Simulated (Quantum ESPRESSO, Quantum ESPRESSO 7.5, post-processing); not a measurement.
**1T-SnO2, 1 layer: solver and mixing choices**

Aim: which eigensolver and mixing brings 1T-SnO2, 1 layer to self-consistency fastest, and whether the result stays the same.

Program: Quantum ESPRESSO 7.5. Level of theory: plane-wave DFT, PBE, GBRV ultrasoft pseudopotentials. Results are calculated unless marked as measured.

This is a report of a sequence of runs, with most program output left out.

### Step 1. The structure

The cell holds 3 atoms: 2 O and 1 Sn. Cell: a = 3.220 Å, b = 3.220 Å, c = 18.789 Å, α = 90.0°, β = 90.0°, γ = 120.0°. It derives from SnO2. Vacuum lies along c.

This sheet is a model structure: its symmetry is held, and its stability is not tested here.

### Step 2. SCF with pw.x: david, local-TF mixing, beta 0.4, history 8

The first run is the reference of the series.

Contents of c0.in:

```
&control
  prefix = 'c0'
  outdir = './out'
  pseudo_dir = './pseudo'
  calculation = 'scf'
  tprnfor = .true.
/
&system
  ibrav = 0
  nat = 3
  ntyp = 2
  ecutwfc = 40
  ecutrho = 200
  occupations = 'smearing'
  smearing = 'fd'
  degauss = 0.004
  assume_isolated = 'esm'
  esm_bc = 'bc1'
/
&electrons
  conv_thr = 1e-07
  mixing_beta = 0.4
  electron_maxstep = 80
  mixing_mode = 'local-TF'
  diagonalization = 'david'
  mixing_ndim = 8
/
ATOMIC_SPECIES
  O   15.9990  o_pbe_v1.2.uspp.F.UPF
  Sn  118.7100  sn_pbe_v1.4.uspp.F.UPF
CELL_PARAMETERS angstrom
  3.22000000000000 0.00000000000000 0.00000000000000
  -1.61000000000000 2.78860180018589 0.00000000000000
  0.00000000000000 0.00000000000000 18.78885438199983
ATOMIC_POSITIONS crystal
  O   0.666666666667 0.333333333333 -0.047604136624
  Sn  0.000000000000 0.000000000000 0.000000000000
  O   0.333333333333 0.666666666667 0.047604136624
K_POINTS automatic
  12 12 1 0 0 0
```

Started as:

```bash
OMP_NUM_THREADS=1 mpirun -n 4 pw.x -nk 4 -in c0.in > c0.out
```

Wall time 25 s (4 MPI ranks of Arm Neoverse V1, shared host); peak memory 0.39 GiB.

Numbers from this step:

| Quantity | Value |
| --- | --- |
| free energy | -3045.6691 eV |
| Fermi energy | -6.160 eV |
| valence top, on the run's zero | -7.866 eV |
| conduction bottom, on the run's zero | -5.093 eV |
| gap by band count | 2.772 eV |
| vacuum line at the lower end of the cell, over the valence top | 7.866 eV |
| vacuum line at the upper end of the cell, over the valence top | 7.866 eV |

Electrostatic potential energy of an electron; zero at the highest filled level of the SCF mesh. Table of potential energy, planar mean by z:

| z (Å) | potential energy, planar mean (eV) |
| --- | --- |
| -9 | 7.87 |
| -8 | 7.87 |
| -7 | 7.87 |
| -6 | 7.87 |
| -5 | 7.87 |
| -4 | 7.87 |
| -3 | 7.85 |
| -2 | 7.32 |
| -1 | -6.38 |
| 0 | -15.7 |
| 1 | -6.38 |
| 2 | 7.32 |
| 3 | 7.85 |
| 4 | 7.87 |
| 5 | 7.87 |
| 6 | 7.87 |
| 7 | 7.87 |
| 8 | 7.87 |
| 9 | 7.87 |

The program's own clock; routines nest. Time by routine:

| routine | wall time (s) | calls |
| --- | --- | --- |
| PWSCF | 24.93 | 1 |
| electrons | 23.9 | 1 |
| c_bands | 15.92 | 16 |
| cegterg | 13.82 | 80 |
| h_psi | 9.74 | 1104 |
| vloc_psi | 8.03 | 1104 |
| fftw | 7.94 | 13226 |
| mix_rho | 3.66 | 16 |
| sum_band | 2.44 | 16 |
| ffts | 2 | 1878 |
| newd | 1.1 | 17 |
| calbec | 0.99 | 1204 |
| add_vuspsi | 0.84 | 1104 |
| v_of_rho | 0.83 | 17 |

The vacuum levels are read from the outermost 0.7 Å of the cell on either side.

The run needed 16 iterations to bring the estimated error under 1e-07 Ry; the largest force on any atom, held or free, is 1.76 eV/Å, so this geometry is far from relaxed and its levels are not those of the real material.

Inside the slab this potential holds the local part of the pseudopotentials, which can be repulsive at the nuclei; only its value in the vacuum has a meaning of its own.

### Step 3. Ground state: david, plain mixing, beta 0.4, history 8

c1.in, as its differences from the input of step 2:

```diff
@@ -1,3 +1,3 @@
 &control
-  prefix = 'c0'
+  prefix = 'c1'
   outdir = './out'
@@ -23,3 +23,3 @@
   electron_maxstep = 80
-  mixing_mode = 'local-TF'
+  mixing_mode = 'plain'
   diagonalization = 'david'
```

Started as:

```bash
OMP_NUM_THREADS=1 mpirun -n 4 pw.x -nk 4 -in c1.in > c1.out
```

The job ended after 20 s (4 MPI ranks; peak memory 0.53 GiB).

This step gave:

* Fermi energy: -6.16 eV
* valence top, on the run's zero: -7.865 eV
* conduction bottom, on the run's zero: -5.092 eV
* vacuum line at the lower end of the cell, over the valence top: 7.865 eV
* vacuum line at the upper end of the cell, over the valence top: 7.865 eV

The program's own clock; routines nest. Time by routine:

| routine | wall time (s) | calls |
| --- | --- | --- |
| PWSCF | 19.54 | 1 |
| electrons | 18.52 | 1 |
| c_bands | 14.11 | 16 |
| cegterg | 12.35 | 80 |
| h_psi | 8.84 | 866 |
| vloc_psi | 7.36 | 866 |
| fftw | 7.34 | 12438 |
| sum_band | 2.43 | 16 |
| newd | 1.11 | 17 |
| calbec | 0.88 | 966 |
| v_of_rho | 0.8 | 17 |
| add_vuspsi | 0.73 | 866 |
| s_psi | 0.7 | 866 |
| h_psi:calbec | 0.7 | 866 |

Counted from each run's own zero (the valence top), the vacuum level differs from the first run's by -1 meV.

### Step 4. Self-consistent run: david, plain mixing, beta 0.7, history 8

c2.in, as its differences from the input of step 3:

```diff
@@ -1,3 +1,3 @@
 &control
-  prefix = 'c1'
+  prefix = 'c2'
   outdir = './out'
@@ -21,3 +21,3 @@
   conv_thr = 1e-07
-  mixing_beta = 0.4
+  mixing_beta = 0.7
   electron_maxstep = 80
```

Started as:

```bash
OMP_NUM_THREADS=1 mpirun -n 4 pw.x -nk 4 -in c2.in > c2.out
```

It took 16 s on 4 MPI ranks; peak memory 0.51 GiB; 63 s of CPU time.

Numbers from this step:

```
Fermi energy                         : -6.162 eV
conduction bottom, on the run's zero : -5.093 eV
```

The program's own clock; routines nest. Time by routine:

| routine | wall time (s) | calls |
| --- | --- | --- |
| PWSCF | 15.15 | 1 |
| electrons | 14.11 | 1 |
| c_bands | 11.36 | 10 |
| cegterg | 10.48 | 50 |
| h_psi | 7.37 | 747 |
| vloc_psi | 6.12 | 747 |
| fftw | 5.94 | 9938 |
| sum_band | 1.52 | 10 |
| newd | 0.72 | 11 |
| calbec | 0.72 | 817 |
| init_run | 0.68 | 1 |
| add_vuspsi | 0.62 | 747 |
| s_psi | 0.59 | 747 |
| h_psi:calbec | 0.59 | 747 |

Counted from each run's own zero (the valence top), the vacuum level differs from the first run's by -0 meV.

### Step 5. Ground state: david, TF mixing, beta 0.4, history 8

c3.in, as its differences from the input of step 4:

```diff
@@ -1,3 +1,3 @@
 &control
-  prefix = 'c2'
+  prefix = 'c3'
   outdir = './out'
@@ -21,5 +21,5 @@
   conv_thr = 1e-07
-  mixing_beta = 0.7
+  mixing_beta = 0.4
   electron_maxstep = 80
-  mixing_mode = 'plain'
+  mixing_mode = 'TF'
   diagonalization = 'david'
```

Started as:

```bash
OMP_NUM_THREADS=1 mpirun -n 4 pw.x -nk 4 -in c3.in > c3.out
```

Run time: 35 s. Hardware: 4 MPI ranks; peak memory 0.52 GiB; 2.3 min of CPU time.

This step gave:

| Item | Value |
| --- | --- |
| Fermi energy | -6.158 eV |
| valence top, on the run's zero | -7.863 eV |
| conduction bottom, on the run's zero | -5.091 eV |
| vacuum line at the lower end of the cell, over the valence top | 7.863 eV |
| vacuum line at the upper end of the cell, over the valence top | 7.863 eV |

The program's own clock; routines nest. Time by routine:

| routine | wall time (s) | calls |
| --- | --- | --- |
| PWSCF | 34.08 | 1 |
| electrons | 33.03 | 1 |
| c_bands | 25.21 | 28 |
| cegterg | 21.3 | 140 |
| h_psi | 15.01 | 1725 |
| fftw | 12.45 | 20722 |
| vloc_psi | 12.43 | 1725 |
| sum_band | 4.3 | 28 |
| newd | 1.89 | 29 |
| calbec | 1.5 | 1885 |
| v_of_rho | 1.41 | 29 |
| add_vuspsi | 1.28 | 1725 |
| h_psi:calbec | 1.22 | 1725 |
| s_psi | 1.21 | 1725 |

Counted from each run's own zero (the valence top), the vacuum level differs from the first run's by -3 meV.

### Step 6. SCF with pw.x: david, local-TF mixing, beta 0.7, history 8

c4.in, as its differences from the input of step 5:

```diff
@@ -1,3 +1,3 @@
 &control
-  prefix = 'c3'
+  prefix = 'c4'
   outdir = './out'
@@ -21,5 +21,5 @@
   conv_thr = 1e-07
-  mixing_beta = 0.4
+  mixing_beta = 0.7
   electron_maxstep = 80
-  mixing_mode = 'TF'
+  mixing_mode = 'local-TF'
   diagonalization = 'david'
```

Started as:

```bash
OMP_NUM_THREADS=1 mpirun -n 4 pw.x -nk 4 -in c4.in > c4.out
```

Wall time 26 s (4 MPI ranks); peak memory 0.4 GiB; 1.8 min of CPU time.

Read from the output:

* Fermi energy: -6.160 eV
* valence top, on the run's zero: -7.865 eV
* conduction bottom, on the run's zero: -5.093 eV
* vacuum line at the lower end of the cell, over the valence top: 7.865 eV
* vacuum line at the upper end of the cell, over the valence top: 7.865 eV

The program's own clock; routines nest. Time by routine:

| routine | wall time (s) | calls |
| --- | --- | --- |
| PWSCF | 25.82 | 1 |
| electrons | 24.79 | 1 |
| c_bands | 16.27 | 17 |
| cegterg | 15 | 85 |
| h_psi | 10.54 | 1199 |
| vloc_psi | 8.69 | 1199 |
| fftw | 8.57 | 14219 |
| mix_rho | 3.89 | 17 |
| sum_band | 2.62 | 17 |
| ffts | 2.13 | 1977 |
| newd | 1.17 | 18 |
| calbec | 1.07 | 1304 |
| add_vuspsi | 0.91 | 1199 |
| v_of_rho | 0.88 | 18 |

Counted from each run's own zero (the valence top), the vacuum level differs from the first run's by -1 meV.

### Step 7. Ground state: david, local-TF mixing, beta 0.2, history 8

c5.in, as its differences from the input of step 6:

```diff
@@ -1,3 +1,3 @@
 &control
-  prefix = 'c4'
+  prefix = 'c5'
   outdir = './out'
@@ -21,3 +21,3 @@
   conv_thr = 1e-07
-  mixing_beta = 0.7
+  mixing_beta = 0.2
   electron_maxstep = 80
```

Started as:

```bash
OMP_NUM_THREADS=1 mpirun -n 4 pw.x -nk 4 -in c5.in > c5.out
```

Wall time 38 s (4 MPI ranks); peak memory 0.43 GiB.

Read from the output:

```
Fermi energy                                                   : -6.161 eV
valence top, on the run's zero                                 : -7.869 eV
conduction bottom, on the run's zero                           : -5.096 eV
gap by band count                                              : 2.773 eV
vacuum line at the lower end of the cell, over the valence top : 7.869 eV
vacuum line at the upper end of the cell, over the valence top : 7.869 eV
```

The program's own clock; routines nest. Time by routine:

| routine | wall time (s) | calls |
| --- | --- | --- |
| PWSCF | 37.91 | 1 |
| electrons | 36.88 | 1 |
| c_bands | 22.87 | 28 |
| cegterg | 18.74 | 140 |
| h_psi | 13.42 | 1468 |
| fftw | 11.25 | 18924 |
| vloc_psi | 11.1 | 1468 |
| mix_rho | 6.51 | 28 |
| sum_band | 4.24 | 28 |
| ffts | 3.54 | 3362 |
| newd | 1.86 | 29 |
| v_of_rho | 1.4 | 29 |
| calbec | 1.38 | 1628 |
| add_vuspsi | 1.14 | 1468 |

Counted from each run's own zero (the valence top), the vacuum level differs from the first run's by +3 meV.

### Step 8. SCF with pw.x: david, local-TF mixing, beta 0.4, history 4

c6.in, as its differences from the input of step 7:

```diff
@@ -1,3 +1,3 @@
 &control
-  prefix = 'c5'
+  prefix = 'c6'
   outdir = './out'
@@ -21,3 +21,3 @@
   conv_thr = 1e-07
-  mixing_beta = 0.2
+  mixing_beta = 0.4
   electron_maxstep = 80
@@ -25,3 +25,3 @@
   diagonalization = 'david'
-  mixing_ndim = 8
+  mixing_ndim = 4
 /
```

Started as:

```bash
OMP_NUM_THREADS=1 mpirun -n 4 pw.x -nk 4 -in c6.in > c6.out
```

Run time: 29 s. Hardware: 4 MPI ranks; peak memory 0.38 GiB.

Read from the output:

```
Fermi energy                                                   : -6.164 eV
valence top, on the run's zero                                 : -7.874 eV
conduction bottom, on the run's zero                           : -5.101 eV
vacuum line at the lower end of the cell, over the valence top : 7.874 eV
vacuum line at the upper end of the cell, over the valence top : 7.874 eV
```

The program's own clock; routines nest. Time by routine:

| routine | wall time (s) | calls |
| --- | --- | --- |
| PWSCF | 28.78 | 1 |
| electrons | 27.74 | 1 |
| c_bands | 17.74 | 20 |
| cegterg | 15.56 | 100 |
| h_psi | 10.92 | 1380 |
| vloc_psi | 8.97 | 1380 |
| fftw | 8.95 | 15014 |
| mix_rho | 4.59 | 20 |
| sum_band | 3.05 | 20 |
| ffts | 2.52 | 2378 |
| newd | 1.37 | 21 |
| calbec | 1.14 | 1500 |
| v_of_rho | 1.03 | 21 |
| add_vuspsi | 0.97 | 1380 |

Counted from each run's own zero (the valence top), the vacuum level differs from the first run's by +8 meV.

### Step 9. SCF with pw.x: cg, local-TF mixing, beta 0.4, history 8

c7.in, as its differences from the input of step 8:

```diff
@@ -1,3 +1,3 @@
 &control
-  prefix = 'c6'
+  prefix = 'c7'
   outdir = './out'
@@ -24,4 +24,4 @@
   mixing_mode = 'local-TF'
-  diagonalization = 'david'
-  mixing_ndim = 4
+  diagonalization = 'cg'
+  mixing_ndim = 8
 /
```

Started as:

```bash
OMP_NUM_THREADS=1 mpirun -n 4 pw.x -nk 4 -in c7.in > c7.out
```

Run time: 27 s. Hardware: 4 MPI ranks; peak memory 0.39 GiB; 1.8 min of CPU time.

This step gave:

```
Fermi energy                                                   : -6.161 eV
valence top, on the run's zero                                 : -7.867 eV
conduction bottom, on the run's zero                           : -5.094 eV
vacuum line at the lower end of the cell, over the valence top : 7.867 eV
vacuum line at the upper end of the cell, over the valence top : 7.867 eV
```

The program's own clock; routines nest. Time by routine:

| routine | wall time (s) | calls |
| --- | --- | --- |
| PWSCF | 26.09 | 1 |
| electrons | 25.07 | 1 |
| c_bands | 17.13 | 16 |
| ccgdiagg | 13.21 | 80 |
| h_psi | 10.97 | 4421 |
| hs_1psi | 10.07 | 4341 |
| vloc_psi | 8.03 | 4421 |
| fftw | 7.87 | 12762 |
| mix_rho | 3.65 | 16 |
| wfcrot | 2.49 | 80 |
| sum_band | 2.43 | 16 |
| s_psi | 2.41 | 8762 |
| calbec | 2.26 | 8862 |
| s_1psi | 2.12 | 4341 |

Counted from each run's own zero (the valence top), the vacuum level differs from the first run's by +1 meV.

### Step 10. Self-consistent run: ppcg, local-TF mixing, beta 0.4, history 8

c8.in, as its differences from the input of step 9:

```diff
@@ -1,3 +1,3 @@
 &control
-  prefix = 'c7'
+  prefix = 'c8'
   outdir = './out'
@@ -24,3 +24,3 @@
   mixing_mode = 'local-TF'
-  diagonalization = 'cg'
+  diagonalization = 'ppcg'
   mixing_ndim = 8
```

Started as:

```bash
OMP_NUM_THREADS=1 mpirun -n 4 pw.x -nk 4 -in c8.in > c8.out
```

Elapsed: 0.75 s, on 4 MPI ranks; peak memory 0.09 GiB.

The program refused the input before any cycle.

The fault put into the input: an eigensolver that this release has dropped (electrons.diagonalization = "ppcg").

The message: “iosys (1): PPCG diagonalization not supported anymore (Dec. 2024)”. This release no longer has that solver; david, paro or rmm-davidson serve.

### Step 11. Ground state: paro, local-TF mixing, beta 0.4, history 8

c9.in, as its differences from the input of step 10:

```diff
@@ -1,3 +1,3 @@
 &control
-  prefix = 'c8'
+  prefix = 'c9'
   outdir = './out'
@@ -24,3 +24,3 @@
   mixing_mode = 'local-TF'
-  diagonalization = 'ppcg'
+  diagonalization = 'paro'
   mixing_ndim = 8
```

Started as:

```bash
OMP_NUM_THREADS=1 mpirun -n 4 pw.x -nk 4 -in c9.in > c9.out
```

Elapsed: 56 s, on 4 MPI ranks; peak memory 0.39 GiB.

Read from the output:

- Fermi energy: -6.164 eV
- gap by band count: 2.772 eV

The program's own clock; routines nest. Time by routine:

| routine | wall time (s) | calls |
| --- | --- | --- |
| PWSCF | 55.26 | 1 |
| electrons | 54.24 | 1 |
| c_bands | 47.89 | 13 |
| paro_k | 34.76 | 65 |
| h_psi | 24.12 | 2722 |
| vloc_psi | 19.93 | 2722 |
| fftw | 18.39 | 30957 |
| mix_rho | 2.88 | 13 |
| calbec | 2.17 | 2807 |
| h_psi:calbec | 2.03 | 2722 |
| add_vuspsi | 2.02 | 2722 |
| s_psi | 2 | 2722 |
| sum_band | 1.95 | 13 |
| ffts | 1.59 | 1499 |

Counted from each run's own zero (the valence top), the vacuum level differs from the first run's by +1 meV.

### Step 12. Ground state: rmm-davidson, local-TF mixing, beta 0.4, history 8

c10.in, as its differences from the input of step 11:

```diff
@@ -1,3 +1,3 @@
 &control
-  prefix = 'c9'
+  prefix = 'c10'
   outdir = './out'
@@ -24,3 +24,3 @@
   mixing_mode = 'local-TF'
-  diagonalization = 'paro'
+  diagonalization = 'rmm-davidson'
   mixing_ndim = 8
```

Started as:

```bash
OMP_NUM_THREADS=1 mpirun -n 4 pw.x -nk 4 -in c10.in > c10.out
```

It took 25 s on 4 MPI ranks; peak memory 0.44 GiB.

Numbers from this step:

* Fermi energy: -6.161 eV
* valence top, on the run's zero: -7.866 eV
* conduction bottom, on the run's zero: -5.093 eV
* gap by band count: 2.773 eV
* vacuum line at the lower end of the cell, over the valence top: 7.866 eV
* vacuum line at the upper end of the cell, over the valence top: 7.866 eV

The program's own clock; routines nest. Time by routine:

| routine | wall time (s) | calls |
| --- | --- | --- |
| PWSCF | 24.03 | 1 |
| electrons | 23.03 | 1 |
| c_bands | 12.97 | 21 |
| h_psi | 9.01 | 735 |
| fftw | 7.79 | 13721 |
| vloc_psi | 7.62 | 735 |
| crmmdiagg | 5.29 | 75 |
| mix_rho | 4.6 | 21 |
| sum_band | 3.06 | 21 |
| ffts | 2.53 | 2503 |
| wfcrot | 2.46 | 80 |
| newd | 1.39 | 22 |
| v_of_rho | 1.04 | 22 |
| calbec | 0.88 | 860 |

Counted from each run's own zero (the valence top), the vacuum level differs from the first run's by +0 meV.

### Step 13. The series side by side

All levels:

| level | vacuum level over the valence top (eV) | its change from the first (meV) | energy from the first (meV an atom) | SCF iterations | wall time (s) | peak memory (GiB) | CPU time (s) |
| --- | --- | --- | --- | --- | --- | --- | --- |
| david, local-TF mixing, beta 0.4, history 8 | 7.866 | 0 | 0 | 16 | 25.48 | 0.39 | 101.6 |
| david, plain mixing, beta 0.4, history 8 | 7.865 | -1.22 | -4.54e-5 | 16 | 20.09 | 0.53 | 80.07 |
| david, plain mixing, beta 0.7, history 8 | 7.865 | -0.3 | 9.07e-5 | 10 | 15.71 | 0.51 | 62.53 |
| david, TF mixing, beta 0.4, history 8 | 7.863 | -3.07 | 1.81e-4 | 28 | 34.64 | 0.52 | 138.2 |
| david, local-TF mixing, beta 0.7, history 8 | 7.865 | -0.75 | 4.54e-5 | 17 | 26.37 | 0.4 | 105.1 |
| david, local-TF mixing, beta 0.2, history 8 | 7.869 | 3.14 | 1.81e-4 | 28 | 38.46 | 0.43 | 153.5 |
| david, local-TF mixing, beta 0.4, history 4 | 7.874 | 7.9 | 3.17e-4 | 20 | 29.33 | 0.38 | 117 |
| cg, local-TF mixing, beta 0.4, history 8 | 7.867 | 0.87 | 9.07e-5 | 16 | 26.65 | 0.39 | 106.3 |
| paro, local-TF mixing, beta 0.4, history 8 | 7.867 | 0.87 | 0 | 13 | 55.81 | 0.39 | 222.9 |
| rmm-davidson, local-TF mixing, beta 0.4, history 8 | 7.866 | 0.33 | 4.54e-5 | 21 | 24.58 | 0.44 | 98.03 |

### Step 14. Results

```json
{
 "fastest": "david, plain mixing, beta 0.7, history 8: 16 s, 10 iterations",
 "slowest that converged": "paro, local-TF mixing, beta 0.4, history 8: 56 s, 13 iterations",
 "fewest iterations": "david, plain mixing, beta 0.7, history 8: 10",
 "largest change of the vacuum level": "8 meV"
}
```

What this shows: The fastest choice is david, plain mixing, beta 0.7, history 8: 16 s, 10 iterations. The converged runs took 10 to 28 iterations and agree within 11 meV in the vacuum level; counts also move with the parallel layout and the random start, so differences of a few iterations rank nothing. Refused or stopped by an error: ppcg, local-TF mixing, beta 0.4, history 8. The times come from a shared host and are rough. Peak memory is sampled during the run and can miss the peak. The geometry is as built, not relaxed.

[Logs are printed without paths, hosts, clocks, repeated set-up lines and the standing remarks that a program may print on its own settings, such as how far it seeks lower states.]

[Hosts, paths, dates, database ids (printed as entryN), source tags and the programs' standing remarks are cut or masked in the printed files.]

[Maps of the electrostatic potential energy from Ansatz leave out the sawtooth potential of an applied field or a dipole correction, so their vacuum need not be flat; planar profiles and work functions include it.]
